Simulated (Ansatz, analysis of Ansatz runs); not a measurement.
# Moving an added hole between O sites in CdWO4 (P2/c)

Aim: the energy barrier that a trapped hole meets when it moves from one O atom to another one nearby in CdWO4 (P2/c). The model is a cell of 72 host atoms.

Method: plane-wave PAW DFT, PBEsol+U; relaxation of all atoms of a supercell at fixed charge in a uniform background; PAW set soft_1, in Ansatz 0.2.0.

Most raw output is cut from this account.

## 1. Starting point

The cell holds 72 atoms: 12 Cd, 12 W and 48 O. Its edges and angles: a = 11.633 Å, b = 7.740 Å, c = 10.116 Å, α = 89.2°, β = 91.0°, γ = 99.9°. It derives from CdWO4 (space group P2/c). Nearest the centre at fractional (0.582, 0.185, 0.516): W47 at 1.16 Å, O71 at 1.45 Å, O21 at 1.45 Å, O50 at 2.14 Å, O68 at 2.35 Å, O23 at 2.69 Å, Cd2 at 2.80 Å, W9 at 2.80 Å.

Hubbard terms: O p 6.0 eV. They were chosen, not fitted, to curb self-interaction in the shells named, the trial site's among them. The two sites are O71 and O21. The cell's shortest repeat is 7.7 Å.

## 2. The cell without the carrier

The neutral cell is relaxed first, from small random displacements, so that bond lengths and moments with the carrier can be set beside those of a relaxed cell without it.

neutral.relax/input.yaml

```yaml
crystal:
  lattice:
    - [10.02752994, 5.89624109, 0.00166055]
    - [-5.01376497, 5.89624109, -0.00083027]
    - [-0.21088097, 0.0, 10.1137867]
  atoms:
    - { symbol: Cd, position: [0.063505, 0.62701, 0.375] }
    - { symbol: Cd, position: [0.396838, 0.293677, 0.375] }
    - { symbol: Cd, position: [0.730172, 0.960344, 0.375] }
    - { symbol: Cd, position: [0.269828, 0.039656, 0.125] }
    - { symbol: Cd, position: [0.603162, 0.706323, 0.125] }
    - { symbol: Cd, position: [0.936495, 0.37299, 0.125] }
    - { symbol: W, position: [0.058817, 0.117633, 0.375] }
    - { symbol: W, position: [0.39215, 0.7843, 0.375] }
[... 60 atom lines left out ...]
    - { symbol: O, position: [0.958259, 0.672861, 0.692342] }
    - { symbol: O, position: [0.129155, 0.501966, 0.557658] }
    - { symbol: O, position: [0.462488, 0.168633, 0.557658] }
    - { symbol: O, position: [0.795821, 0.835299, 0.557658] }
basis:
  ecutwfc: 420
  xc_grid: 2
hamiltonian:
  xc: pbesol
  hubbard:
    sites: [{ species: O, l: p, u_eff: 6.0 }]
    projectors: ortho-atomic
  pseudopotentials: { kind: paw, azcp: { folder: soft_1 }, xc_functional: pbe }
kpoints:
  mp_grid: { grid: [1, 1, 1] }
scf:
  occupations: { method: fermi_dirac, width: 0.01 }
  max_iter: 120
  lower_state_search: "off"
output:
  forces: true
relax:
  f_tol: 0.02
  max_steps: 70
  random_displacement: { amplitude: 0.04, seed: 9467 }
checkpoint:
  write: "../neutral.relax.run"
  compress: false
  write_wavefunctions: true
  write_every: 100000
```

On the command line:

```sh
$ ansatz run input.yaml --threads 8 --pin off --max-ram 17899MiB --backend cpu --events-out ev --progress --plain --runs-dir out
```

The job ended after 48 s (8 threads of Arm Neoverse V1, shared host; peak memory 1.5 GiB).

The largest displacement from an ideal site is 0.035 Å.

## 3. The hole on the first site

The nearest neighbour or neighbours of the site start displaced and the site's starting moment is changed by the carrier's spin, since a carrier doesn't trap itself in the undistorted lattice.

A.relax/input.yaml

```yaml
crystal:
  lattice:
    - [10.02752994, 5.89624109, 0.00166055]
    - [-5.01376497, 5.89624109, -0.00083027]
    - [-0.21088097, 0.0, 10.1137867]
  atoms:
    - { symbol: Cd, position: [0.061394, 0.623262, 0.375149] }
    - { symbol: Cd, position: [0.394771, 0.289918, 0.375223] }
    - { symbol: Cd, position: [0.728124, 0.956689, 0.375138] }
    - { symbol: Cd, position: [0.271667, 0.043366, 0.124547] }
    - { symbol: Cd, position: [0.605033, 0.710118, 0.124703] }
    - { symbol: Cd, position: [0.938358, 0.376752, 0.124517] }
    - { symbol: W, position: [0.05747, 0.116343, 0.375015] }
    - { symbol: W, position: [0.390671, 0.783032, 0.375038] }
[... 60 atom lines left out ...]
    - { symbol: O, position: [0.959995, 0.675824, 0.693909] }
    - { symbol: O, position: [0.130632, 0.505285, 0.556867] }
    - { symbol: O, position: [0.464017, 0.172065, 0.556864], spin: 1.0 }
    - { symbol: O, position: [0.79735, 0.838788, 0.556827] }
total_charge: 1
basis:
  ecutwfc: 420
  xc_grid: 2
hamiltonian:
  xc: pbesol
  hubbard:
    sites: [{ species: O, l: p, u_eff: 6.0 }]
    projectors: ortho-atomic
  pseudopotentials: { kind: paw, azcp: { folder: soft_1 }, xc_functional: pbe }
kpoints:
  mp_grid: { grid: [1, 1, 1] }
magnetization:
  spin_polarized: true
  initial_magnetization: 1
  spin_locking: { lock_magnetization: hard }
scf:
  occupations: { method: fermi_dirac, width: 0.01 }
  max_iter: 120
  lower_state_search: "off"
output:
  forces: true
relax:
  f_tol: 0.015
  max_steps: 70
  escape_saddle: false
checkpoint:
  write: "../A.relax.run"
  compress: false
  write_wavefunctions: true
  write_every: 100000
```

The job ended after 3.4 min (8 threads; peak memory 2.4 GiB).

Step by step:

```tsv
step	energy less that of the first step (eV)	largest force component (eV/Å)
1	0.0000	2.1103
2	-0.3546	0.7410
3	-0.4171	0.4396
4	-0.4399	0.1681
5	-0.4481	0.0674
6	-0.4500	0.0496
7	-0.4506	0.0310
8	-0.4495	0.0484
9	-0.4507	0.0141
```

Relaxation step 8 was tried and not accepted.

The atoms that moved most (Å):

```tsv
atom	dx	dy	dz	length
W47	0.086	0.095	0.022	0.130
Cd42	0.069	0.098	-0.029	0.123
Cd40	-0.041	-0.090	0.022	0.101
W45	-0.038	0.008	0.070	0.080
O54	0.065	0.026	0.012	0.071
Cd2	-0.044	-0.009	-0.052	0.069
Cd39	0.018	-0.024	0.037	0.048
Cd3	0.037	-0.023	-0.012	0.045
```

The moves above count from the input, in which the site's nearest neighbours were already displaced; the distances below compare with the cell without the carrier.

Distances from O71 without and with the hole:

```tsv
atom	without (Å)	with (Å)
W47	1.79	2.05
Cd2	2.24	2.33
Cd40	2.39	2.49
O50	2.74	2.69
O59	2.74	2.70
```

The largest changes of the moments are 0.82 μB on O71, 0.02 μB on O68 and -0.02 μB on W47. The largest part sits on the chosen site.

## 4. The hole on the second site

The same start is made on the second site, to get the end of the hop.

B.relax/input.yaml

```yaml
crystal:
  lattice:
    - [10.02752994, 5.89624109, 0.00166055]
    - [-5.01376497, 5.89624109, -0.00083027]
    - [-0.21088097, 0.0, 10.1137867]
  atoms:
    - { symbol: Cd, position: [0.061394, 0.623262, 0.375149] }
    - { symbol: Cd, position: [0.394771, 0.289918, 0.375223] }
[... 18 atom lines left out ...]
    - { symbol: O, position: [0.7014, 0.202571, 0.472317], spin: 1.0 }
[... 1 atom line left out ...]
    - { symbol: O, position: [0.568193, 0.334054, 0.277898] }
[... 23 atom lines left out ...]
    - { symbol: W, position: [0.601719, 0.218249, 0.636598] }
[... 2 atom lines left out ...]
    - { symbol: O, position: [0.631836, 0.464216, 0.527439] }
[... 17 atom lines left out ...]
    - { symbol: O, position: [0.626637, 0.009084, 0.693838] }
[... 2 atom lines left out ...]
    - { symbol: O, position: [0.464017, 0.172065, 0.556864] }
    - { symbol: O, position: [0.79735, 0.838788, 0.556827] }
total_charge: 1
basis:
  ecutwfc: 420
  xc_grid: 2
hamiltonian:
  xc: pbesol
  hubbard:
    sites: [{ species: O, l: p, u_eff: 6.0 }]
    projectors: ortho-atomic
  pseudopotentials: { kind: paw, azcp: { folder: soft_1 }, xc_functional: pbe }
kpoints:
  mp_grid: { grid: [1, 1, 1] }
magnetization:
  spin_polarized: true
  initial_magnetization: 1
  spin_locking: { lock_magnetization: hard }
scf:
  occupations: { method: fermi_dirac, width: 0.01 }
  max_iter: 120
  lower_state_search: "off"
output:
  forces: true
relax:
  f_tol: 0.015
  max_steps: 70
  escape_saddle: false
checkpoint:
  write: "../B.relax.run"
  compress: false
  write_wavefunctions: true
  write_every: 100000
```

Wall time 2.2 min (8 threads); peak memory 2.4 GiB.

Distances from O21 without and with the hole:

```tsv
atom	without (Å)	with (Å)
W47	1.91	2.17
W9	2.12	2.26
Cd3	2.22	2.24
O50	2.38	2.42
```

The largest changes of the moments are 0.84 μB on O21, 0.03 μB on O71 and 0.02 μB on O30. The largest part sits on the chosen site.

## 5. Points on the line between the two structures

All atoms move on the straight line between the two relaxed structures, 5.84 amu^1/2 Å long in mass-weighted terms. Each point starts from the state of the point before, once from either end, so that both localised states can be followed; the midpoint is also started with the carrier shared.

A.x0500/input.yaml

```yaml
crystal:
  lattice:
    - [10.02752994, 5.89624109, 0.00166055]
    - [-5.01376497, 5.89624109, -0.00083027]
    - [-0.21088097, 0.0, 10.1137867]
  atoms:
    - { symbol: Cd, position: [0.064144, 0.626026, 0.374802] }
    - { symbol: Cd, position: [0.391682, 0.290324, 0.371776] }
[... 18 atom lines left out ...]
    - { symbol: O, position: [0.702372, 0.191906, 0.469556] }
[... 1 atom line left out ...]
    - { symbol: O, position: [0.569624, 0.328626, 0.281668] }
[... 23 atom lines left out ...]
    - { symbol: W, position: [0.617031, 0.226707, 0.635689] }
[... 2 atom lines left out ...]
    - { symbol: O, position: [0.63273, 0.455671, 0.527039] }
[... 17 atom lines left out ...]
    - { symbol: O, position: [0.626785, 0.013458, 0.694022] }
[... 2 atom lines left out ...]
    - { symbol: O, position: [0.464508, 0.173728, 0.55756], spin: 1.0 }
    - { symbol: O, position: [0.79547, 0.835431, 0.557918] }
total_charge: 1
basis:
  ecutwfc: 420
  xc_grid: 2
hamiltonian:
  xc: pbesol
  hubbard:
    sites: [{ species: O, l: p, u_eff: 6.0 }]
    projectors: ortho-atomic
  pseudopotentials: { kind: paw, azcp: { folder: soft_1 }, xc_functional: pbe }
kpoints:
  mp_grid: { grid: [1, 1, 1] }
magnetization:
  spin_polarized: true
  initial_magnetization: 1
  spin_locking: { lock_magnetization: hard }
scf:
  occupations: { method: fermi_dirac, width: 0.01 }
  max_iter: 120
  lower_state_search: "off"
output:
  forces: true
  eigenvalues: true
  eigenstates: { localisation: true }
  write_density: true
  write_potential: true
  volumetric_format: npy
checkpoint:
  read: "../A.x0375.run"
  write: "../A.x0500.run"
  compress: false
  write_wavefunctions: true
  write_every: 100000
```

Run time: 3.2 min. Hardware: 8 threads; peak memory 2.9 GiB; 24 min of CPU time.

States next to the filling edge at the first k-point, on the run's own zero (eigenstates.tsv). The participation number counts the atoms that a state is spread over, of 72; bands count from 0.

```tsv
spin	band	energy (eV)	occupation	participation	largest share on	share
down	341	7.402	1.00	45.2	O60	0.04
down	342	7.479	1.00	28.1	O23	0.08
down	343	7.540	1.00	40.2	O58	0.05
down	344	7.619	1.00	36.7	O24	0.05
down	345	7.620	1.00	45.4	O34	0.04
down	346	7.771	1.00	7.1	O21	0.23
down	347	9.492	0.00	2.9	O21	0.45
down	348	11.266	0.00	8.6	W47	0.29
down	349	11.424	0.00	21.5	W7	0.09
down	350	11.463	0.00	13.8	W11	0.18
down	351	11.555	0.00	27.1	W9	0.08
up	342	7.349	1.00	37.0	O65	0.05
up	343	7.406	1.00	40.8	O67	0.04
up	344	7.482	1.00	26.3	O18	0.09
up	345	7.537	1.00	37.0	O16	0.05
up	346	7.612	1.00	32.8	O24	0.06
up	347	7.619	1.00	34.1	O34	0.05
up	348	11.049	0.00	3.0	W47	0.56
up	349	11.383	0.00	13.0	W47	0.18
up	350	11.426	0.00	20.6	W46	0.10
up	351	11.454	0.00	15.7	W11	0.16
up	352	11.557	0.00	26.3	W9	0.08
```

Under PBEsol+U (6 eV) at the zone centre alone, the highest filled state is spin down, spread over 7 of 72 atoms, and the lowest empty one, 1.72 eV above it, is spin down, spread over 3 of 72 atoms.

The largest moments in the atoms' spheres: O21 0.56, O71 0.56, W47 -0.11, O30 0.02, O59 -0.02, O23 0.01 μB.

Spin density in the bc plane at fractional x = 0.582, through the centre, with atoms of Cd and W and O within 0.45 Å of it.

Ten even steps from '0' (-0.11 e/Å³) to '9' (0.02 e/Å³), each cell a mean:
```
8888888888888888888888
8888888888888888888888
8888888888888888888888
8888888888888888888888
8888887578888888888888
8888888778888888888888
8888788888888888888888
8887446888888888888888
8877425788888888888888
8763257888888888888888
8752036888888888888888
8765457888888888888888
8887777888888888888888
8888888888888888888888
8888888888888888888888
8888888888888888888888
8888889988888888888888
8888888988888888888888
8888888888888888888888
8888888888888888888888
8888888888888888888888
8888888888888888888888
8888888888888888888888
8888888888888888888888
```
Columns run along b (7.7 Å), rows up along c (10.1 Å). Atoms in or near the plane, at fractional coordinates: Cd at (0.71, 0.12), W at (0.22, 0.12), O at (0.33, 0.28), Cd at (0.71, 0.62), W at (0.23, 0.64), O at (0.34, 0.78).

Valence density in the bc plane at fractional x = 0.582, through the centre, with atoms of Cd and W and O within 0.45 Å of it. It is the smooth field of the valence electrons, not physical close to the nuclei.

Ten steps, logarithmic in the rise over the least value, from '0' (0 e/Å³) to '9' (15 e/Å³), each cell a mean:
```
0000100123321001245531
0000000011110000246531
0000001211000000134321
0000023543100000011110
1000136774200000000001
3211246774200000000012
5432345553100123311135
6545665321001367752135
4336776311111589973123
1125665323222479963101
0012443235432246642100
0001111235532112233310
0000000123321001245531
0000000011110000245531
0000001211000000134321
0000024542100000011110
1000146774200000000001
3211246774200000000012
5432345542100123321135
6545665321001367752235
4346776311111489973123
1236775323322479973111
0024553234542256642100
0001221134542112223210
```
Columns run along b (7.7 Å), rows up along c (10.1 Å). Atoms in or near the plane, at fractional coordinates: Cd at (0.71, 0.12), W at (0.22, 0.12), O at (0.33, 0.28), Cd at (0.71, 0.62), W at (0.23, 0.64), O at (0.34, 0.78).

Electrostatic potential energy in the bc plane at fractional x = 0.582, through the centre, with atoms of Cd and W and O within 0.45 Å of it. With pseudopotentials it is smooth inside the atoms' cores, unlike the true potential.

Ten even steps from '0' (-32 eV) to '9' (16 eV), each cell a mean:
```
9999999999999999974589
9999999999999999973489
9999999999999999997899
9999998668999999999999
9999983116999999999999
9998873016999999999999
4686444469999876789996
3562001589998643358985
7750000479998532236998
9862001588998532247999
9986445786689754468999
9998888985589988888999
9999999998899999974589
9999999999999999973489
9999999999999999998899
9999997579999999999999
9999972017999999999999
9999872017999999999999
4786555469999876789985
3652003689998643357984
7730000589998532236898
9740001589998532246999
9864224786689754458999
9988778896579988888999
```
Columns run along b (7.7 Å; values clipped at the 3rd and 97th percentile), rows up along c (10.1 Å). Atoms in or near the plane, at fractional coordinates: Cd at (0.71, 0.12), W at (0.22, 0.12), O at (0.33, 0.28), Cd at (0.71, 0.62), W at (0.23, 0.64), O at (0.34, 0.78).

Free energies from the first end:

```tsv
started from	fraction	energy (eV)	moment change on O71 (μB)	on O21 (μB)
first site	0	0.000	0.82	0.02
first site	0.125	0.037	0.80	0.02
first site	0.25	0.143	0.79	0.04
first site	0.375	0.313	0.76	0.07
first site	0.5	0.473	0.56	0.56
first site	0.625	0.336	0.18	0.77
second site	0.875	0.049	0.05	0.83
second site	0.75	0.164	0.09	0.81
second site	0.625	0.336	0.18	0.77
second site	0.5	0.473	0.56	0.56
second site	0.375	0.313	0.76	0.07
shared	0.5	0.473	0.56	0.56
second site	1	0.009	0.03	0.84
```

## 6. Results

```
barrier forward                               : 0.47 eV
barrier backward                              : 0.46 eV
distance of the two sites without the carrier : 2.88 Å
carrier at the midpoint                       : shared
```

**Reading.** On this line the hole must cross 0.47 eV to hop 2.88 Å; the ends differ by 0.009 eV, the sites not being alike by symmetry. At the midpoint the lowest state found shares the carrier between both sites, and no finished start kept it on one. That fits an adiabatic hop but does not prove it, since self-interaction left by this U favours sharing too. With an assumed attempt frequency of 1e13 per second the rate at 300 K would be 1e+05 per second for this barrier, if every crossing succeeded. A straight line need not be the lowest path, so the true barrier at this U can be lower, or higher if the ends can still break their symmetry. A shorter hop, 2.74 Å to O50, was not computed. No run compares the localised hole with one spread in the band, so its binding is unknown and the barrier may exceed it. The program's search for lower electronic states was switched off in all runs, so that each state is followed; none is shown to be the lowest at its structure. No image-charge correction is applied; it nearly cancels along the line while the charge stays localised. Keep in mind: sampling at the zone centre alone can move energies of charged and open-shell states by tenths of an eV or more in cells of this size; the images are only 7.7 Å apart; gap and trapping depend on the U chosen (O p 6.0 eV); spin–orbit coupling, which can matter with heavy atoms, is left out.

[Logs are printed without paths, hosts, clocks, repeated set-up lines and the standing remarks that a program may print on its own settings, such as how far it seeks lower states.]

[Hosts, paths, dates, database ids (printed as entryN), source tags and the programs' standing remarks are cut or masked in the printed files.]
